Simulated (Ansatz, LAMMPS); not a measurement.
# Relaxing glassy 40SiO2-28Al2O3-16Li2O-16SrO (mol %) (85 atoms), part 2 of 3

Wanted: the relaxed structure of glassy 40SiO2-28Al2O3-16Li2O-16SrO (mol %) (85 atoms) and its electronic structure.

Ansatz 0.2.0; Kohn-Sham DFT, PBE, PAW (set soft_2), plane waves.

The cell: 10 Si, 14 Al, 8 Li, 4 Sr and 49 O. The quench rate of 6 K/ps far exceeds what a furnace or splat quench reaches. The network of bonds at the start is that of the classical potential that made the cell. Sampling is at Γ alone, for a cell whose shortest periodic width is 10 Å.

So far. Step 3 (Single point at the start): Neighbours are counted within 2.23 Å (O-Al), 2.08 Å (O-Si), 2.58 Å (O-Li), 3.18 Å (O-Sr).

## 4. Relaxation

The atoms are relaxed in the fixed cell, aiming at the force tolerance of the input.

input.yaml reads:

```yaml
crystal:
  lattice:
    - [10.3272, 0.0, 0.0]
    - [0.0, 10.3272, 0.0]
    - [0.0, 0.0, 10.3272]
  atoms:
    [... the 85 atom lines of step 3 ...]
kpoints:
  mp_grid: { grid: [1, 1, 1] }
hamiltonian:
  xc: pbe
scf:
  occupations: { method: fermi_dirac, width: 0.025 }
output:
  forces: true
relax:
  f_tol: 0.03
  max_steps: 200
```

Started as:

```console
$ ansatz run input.yaml --threads 4 --pin off --max-ram 8192MiB --backend cpu --events-out ev --progress --plain --runs-dir out
```

Numbers of over 12 decimals in the logs are rounded to 6 here.

Output:

```text
[...]
Crystal: 85 atoms, lattice volume = 1101.407 Å³
Basis set: ecut = 420 eV, 21559 PW (Γ), exchange–correlation on 144×144×144 points (8 copies of the dense FFT grid, shifted against one another)
Bands: 305, of which v1, the nominal top of the filled ones, is band 220 counted from 1 (219 counted from 0)
Symmetry: 1 space group operations
[...]
k-points: 1
[...]
SCF iter   1: F=—  HF=-57612.132207 eV  |F-HF|=—  |Δ(HF+E_count)|=         —  Δρ=1.88e-3  dr2=6.00e-2  ethr=1.77e-3  ⟨swp⟩=7.0  Hψ=1496  notcnv=0  defer=60
[...]
SCF iter   6: F=-57612.149023 eV  HF=-57612.149029 eV  |F-HF|=6.08e-6  |Δ(HF+E_count)|=   1.01e-5  Δρ=4.14e-5  dr2=1.74e-5  ethr=5.11e-9  ⟨swp⟩=3.0  Hψ=959  notcnv=0
SCF 1 converged in 6 iterations: F = -57612.149023 eV  dr2 = 1.74e-5
[...]
relax step   1: F+E_penalty+E_count = -57612.14902299 eV  Δ(F+E_penalty+E_count) = +0.000e0 eV  max|allowed force component| = 2.338e0 eV/Å  Δτ_max = 0.0000 Å  (6 SCF iters, dr2 threshold 2.25e-5 eV, accepted)
[...]
relax step   2: F+E_penalty+E_count = -57614.01499484 eV  Δ(F+E_penalty+E_count) = -1.866e0 eV  max|allowed force component| = 1.132e0 eV/Å  Δτ_max = 0.1949 Å  (6 SCF iters, dr2 threshold 1.00e-4 eV, accepted)
[...]
relax step   3: F+E_penalty+E_count = -57615.01845772 eV  Δ(F+E_penalty+E_count) = -1.003e0 eV  max|allowed force component| = 8.651e-1 eV/Å  Δτ_max = 0.1308 Å  (6 SCF iters, dr2 threshold 8.00e-5 eV, accepted)
relax step   4: F+E_penalty+E_count = -57615.28276177 eV  Δ(F+E_penalty+E_count) = -2.643e-1 eV  max|allowed force component| = 3.474e-1 eV/Å  Δτ_max = 0.2000 Å  (5 SCF iters, dr2 threshold 1.00e-4 eV, accepted)
relax step   5: F+E_penalty+E_count = -57615.38395293 eV  Δ(F+E_penalty+E_count) = -1.012e-1 eV  max|allowed force component| = 3.804e-1 eV/Å  Δτ_max = 0.1253 Å  (6 SCF iters, dr2 threshold 1.95e-5 eV, accepted)
relax step   6: F+E_penalty+E_count = -57615.31728963 eV  Δ(F+E_penalty+E_count) = +6.666e-2 eV  max|allowed force component| = 5.467e-1 eV/Å  Δτ_max = 0.2000 Å  (7 SCF iters, dr2 threshold 2.33e-5 eV, rejected (line search))
relax step   7: F+E_penalty+E_count = -57615.44824552 eV  Δ(F+E_penalty+E_count) = -6.429e-2 eV  max|allowed force component| = 1.081e-1 eV/Å  Δτ_max = 0.0760 Å  (9 SCF iters, accepted)
relax step   8: F+E_penalty+E_count = -57615.45718169 eV  Δ(F+E_penalty+E_count) = -8.936e-3 eV  max|allowed force component| = 1.239e-1 eV/Å  Δτ_max = 0.1000 Å  (8 SCF iters, dr2 threshold 9.44e-7 eV, accepted)
relax step   9: F+E_penalty+E_count = -57615.46955254 eV  Δ(F+E_penalty+E_count) = -1.237e-2 eV  max|allowed force component| = 7.059e-2 eV/Å  Δτ_max = 0.0513 Å  (7 SCF iters, dr2 threshold 1.24e-6 eV, accepted)
relax step  10: F+E_penalty+E_count = -57615.47275461 eV  Δ(F+E_penalty+E_count) = -3.202e-3 eV  max|allowed force component| = 1.197e-1 eV/Å  Δτ_max = 0.0579 Å  (7 SCF iters, dr2 threshold 1.62e-6 eV, accepted)
relax step  11: F+E_penalty+E_count = -57615.47573891 eV  Δ(F+E_penalty+E_count) = -2.984e-3 eV  max|allowed force component| = 3.911e-2 eV/Å  Δτ_max = 0.0105 Å  (5 SCF iters, dr2 threshold 4.65e-6 eV, accepted)
relax step  12: F+E_penalty+E_count = -57615.47450285 eV  Δ(F+E_penalty+E_count) = +1.236e-3 eV  max|allowed force component| = 4.966e-2 eV/Å  Δτ_max = 0.0291 Å  (8 SCF iters, rejected (line search))
[...]
relax step  13: F+E_penalty+E_count = -57615.47663547 eV  Δ(F+E_penalty+E_count) = -8.966e-4 eV  max|allowed force component| = 1.638e-2 eV/Å  Δτ_max = 0.0127 Å  (7 SCF iters, accepted)
SCF converged after 7 iterations
Free energy (F): -57615.476635 eV
[...]
Internal energy: -57615.476635 eV  (E = F + TS)
E sigma→0 (E₀):  -57615.476635 eV
Fermi energy:    5.649053 eV
[...]
--- Forces (eV/Å), atoms counted from 1 ---
  atom   1  Si    -0.00041496    -0.00076165    -0.00680760
  atom   2  Si    -0.00018946     0.00495930    -0.01213310
  atom   3  Si     0.00461610     0.00547283     0.00538570
  atom   4  Si    -0.00903591    -0.00471248    -0.00629943
  atom   5  Si    -0.00483222    -0.00510631     0.01637898
  atom   6  Si    -0.01607787     0.01255883     0.00722207
  atom   7  Si    -0.00079770    -0.00144737    -0.00362311
  atom   8  Si     0.00219342    -0.00258098     0.00293692
  atom   9  Si     0.00248155    -0.00095845     0.00771572
  atom  10  Si     0.00052783     0.00216040    -0.00665760
  atom  11  Al     0.00272131    -0.00776719    -0.00549530
  atom  12  Al     0.00078188    -0.00345008    -0.00102135
  atom  13  Al    -0.00858091     0.00713759    -0.00301875
  atom  14  Al    -0.00315322     0.00998889    -0.00547499
[...]
atom  84  O      0.00258317    -0.00142113     0.00376445
  atom  85  O      0.00068493    -0.00210238    -0.00264686
  max |Σ_I F_I| component: 1.36e-4 eV/Å
--- Relaxed structure (13 steps of the walk, 11 accepted, 0 SCFs on fresh bases) ---
  F+E_penalty+E_count = -57615.47663547 eV   max|allowed force component| = 1.638e-2 eV/Å
  atoms:
    - { symbol: Si, position: [0.705602, 0.325044, 0.297926] }
    - { symbol: Si, position: [0.902962, 0.542381, 0.921111] }
    - { symbol: Si, position: [0.255776, 0.298612, 0.823256] }
    - { symbol: Si, position: [0.144887, 0.511298, 0.129481] }
[...]
- { symbol: O, position: [0.100996, 0.271151, 0.816040] }
```

Wall time 1.7 min (4 threads of Arm Neoverse V1, shared host); peak memory 1.3 GiB.

The steps of the relaxation:

```
step  energy less that of the first step (eV)  largest force component (eV/Å)
   1                                   0.0000                          2.3378
   2                                  -1.8660                          1.1315
   3                                  -2.8694                          0.8651
   4                                  -3.1337                          0.3474
   5                                  -3.2349                          0.3804
   6                                  -3.1683                          0.5467
   7                                  -3.2992                          0.1081
   8                                  -3.3082                          0.1239
   9                                  -3.3205                          0.0706
  10                                  -3.3237                          0.1197
  11                                  -3.3267                          0.0391
  12                                  -3.3255                          0.0497
  13                                  -3.3276                          0.0164
```

Relaxation steps 6, 12 were tried and not accepted.

The atoms that moved most (Å):

```
atom      dx      dy      dz  length
Li25   0.213  -0.342  -0.177   0.440
 O37   0.084  -0.064   0.232   0.255
 O71  -0.228   0.091  -0.037   0.248
 O75  -0.133  -0.122   0.169   0.248
Sr33  -0.141  -0.090   0.161   0.232
 O49  -0.075   0.189  -0.087   0.221
Li28   0.071  -0.110  -0.167   0.212
Li29  -0.100  -0.042   0.175   0.206
```

The relaxation changed the energy by -39.1 meV/atom, and atoms moved by 0.13 Å r.m.s., 0.44 Å at most.

## 5. Distances and neighbours after relaxation

Bonds before and after, by the cutoffs listed below:

```
pair  bonds before  bonds after  mean before (Å)  mean after (Å)  spread before (Å)  spread after (Å)
O-Al            56           56            1.751           1.778              0.037             0.034
O-Si            40           40            1.611           1.643              0.029             0.026
O-Sr            23           22            2.727           2.612              0.141             0.122
```

Density 2.79 g/cm³, 12.96 Å³ an atom.

g(r), total and by pair (bins of 0.2 Å):

```
r (Å)  total   O-O  O-Al   O-Si  O-Li  O-Sr  Al-Al
 1.50   0.10  0.00  0.00   0.72  0.00  0.00   0.00
 1.70   3.46  0.00  9.05  12.55  0.35  0.00   0.00
 1.90   0.80  0.00  2.28   0.00  3.34  0.00   0.00
 2.10   0.37  0.00  0.00   0.00  3.42  0.00   0.00
 2.30   0.14  0.00  0.00   0.00  1.24  0.00   0.00
 2.50   0.53  0.68  0.00   0.00  0.36  4.25   0.00
 2.70   1.50  3.46  0.18   0.00  0.30  2.75   0.00
 2.90   1.27  2.30  0.22   0.10  0.78  0.26   1.04
 3.10   1.16  1.38  0.32   0.28  0.70  0.45   2.81
 3.30   0.96  0.91  0.63   0.66  0.51  0.20   3.33
 3.50   0.81  0.65  0.94   0.73  1.80  0.55   0.00
 3.70   1.02  0.77  1.53   1.17  0.73  1.80   0.00
 3.90   1.04  0.57  1.29   1.84  1.40  1.04   1.46
 4.10   1.15  0.48  1.75   2.08  1.25  0.94   1.08
 4.30   1.08  0.61  1.72   1.79  1.03  0.60   0.48
 4.50   1.04  0.79  1.56   1.19  1.47  0.54   0.22
 4.70   0.88  1.12  0.72   0.77  0.76  1.31   1.01
 4.90   0.97  1.35  0.59   0.48  0.84  1.59   1.11
 5.10   0.98  1.42  0.59   0.55  0.68  1.38   1.03
```

Bonds by pair of elements; cutoffs follow the first minimum of g(r), held within bounds set by covalent radii, and pairs that aren't listed don't count as bonded:

```
pair A-B  cutoff (Å)  bonds  mean length (Å)  spread (Å)  shortest (Å)  B about A  A about B
    O-Al        2.23     56             1.78       0.034          1.72       1.14          4
    O-Si        2.08     40             1.64       0.026          1.60      0.816          4
    O-Li        2.27     26             2.00       0.103          1.77      0.531       3.25
    O-Sr        3.05     22             2.61       0.122          2.42      0.449        5.5
```

The cutoff for O-Li falls short of the minimum of g(r), so counts run low and odd coordinations can be artefacts.

How many atoms have how many bonded neighbours:

```
element  mean   2   3   4  5  7
     Al     4   0   0  14  0  0
     Li  3.25   0   6   2  0  0
      O  2.94  11  30   8  0  0
     Si     4   0   0  10  0  0
     Sr   5.5   0   0   0  3  1
```

Bond angles, per cent of each kind in bins of 5°:

```
angle (°)  O-Al-O  O-Si-O  O-Sr-O  O-Li-O  Al-O-Li
    55–60     0.0     0.0     7.8     0.0      0.0
    60–65     0.0     0.0     7.8     0.0      0.0
    65–70     0.0     0.0     2.0     0.0      0.0
    70–75     0.0     0.0     0.0     0.0      0.0
    75–80     0.0     0.0    19.6     3.3      0.0
    80–85     0.0     0.0     0.0     3.3      0.0
    85–90     0.0     0.0     5.9     3.3     13.3
    90–95     4.8     0.0     7.8     0.0      0.0
   95–100     9.5     6.7     5.9    16.7     30.0
  100–105    17.9    11.7     2.0    10.0     10.0
  105–110    21.4    41.7     5.9    10.0     13.3
  110–115    23.8    23.3     3.9    13.3     13.3
  115–120    11.9    13.3     5.9    16.7     10.0
  120–125     8.3     1.7     5.9     3.3      3.3
  125–130     1.2     1.7     2.0     3.3      3.3
  130–135     0.0     0.0     0.0    10.0      0.0
  135–140     0.0     0.0     0.0     3.3      0.0
  140–145     1.2     0.0     3.9     0.0      0.0
  145–150     0.0     0.0     3.9     0.0      0.0
  150–155     0.0     0.0     5.9     0.0      0.0
  155–160     0.0     0.0     2.0     3.3      3.3
  160–165     0.0     0.0     0.0     0.0      0.0
  165–170     0.0     0.0     2.0     0.0      0.0
```

Bond angles (no mean is given where the spread exceeds 20°):

```
  angle  count  mean (°)  spread (°)
 O-Al-O     84       109         8.9
 O-Si-O     60       110         5.8
 O-Sr-O     51         -           -
 O-Li-O     30       112        16.8
Al-O-Li     30       106        13.9
```

Oxygen atoms by the number of network formers (Si, P, Ge, B, Al, As, Ga) bound to them:

```
network formers bound to O  O atoms  per cent
                         0        0         0
                         1        4       8.2
                         2       43      87.8
                         3        2       4.1
```

Network units: each former by its oxygen neighbours and how many of them bridge to another former:

```
former  O neighbours  bridging O  atoms
    Si             4           3      3
    Si             4           4      7
    Al             4           3      1
    Al             4           4     13
```

Bond length by coordination (bonds to H left out):

```
element  coordination  atoms  mean bond length (Å)
     Li             3      6                  1.99
     Li             4      2                  2.02
      O             2     11                  1.68
      O             3     30                  1.89
      O             4      8                  2.10
     Sr             5      3                  2.59
     Sr             7      1                  2.66
```

Rings of the network by King's shortest-path rule, up to 12 atoms, one path for each pair of neighbours; H, halogens, alkali and alkaline-earth atoms are left out, and the last column divides by all other atoms, bonded or not:

```
ring size (atoms)  rings  per network atom
                6      1             0.014
                8      5             0.068
               10     10             0.137
               12     15             0.205
```

For some of the pairs, g(r) has its first main peak near 2.7 Å (O-O), 1.8 Å (O-Al), 1.6 Å (O-Si), 2.0 Å (O-Li), 2.6 Å (O-Sr) and 3.2 Å (Al-Al). The O-Al-O angle averages 109° with a spread of 9°. 88 % of the oxygens bridge two formers (Si and Al) and 8 % are non-bridging; 4 % join three. The commonest Al unit has 4 oxygens, 4 of them shared with other formers (13 of 14 atoms). Rings of 12 atoms are the most common (48 % of those counted); sizes run from 6 to 12, where the search stops.

[end of part 2 of 3]

[Logs are printed without paths, hosts, clocks, repeated set-up lines and the standing remarks that a program may print on its own settings, such as how far it seeks lower states.]

[Hosts, paths, dates, database ids (printed as entryN), source tags and the programs' standing remarks are cut or masked in the printed files.]
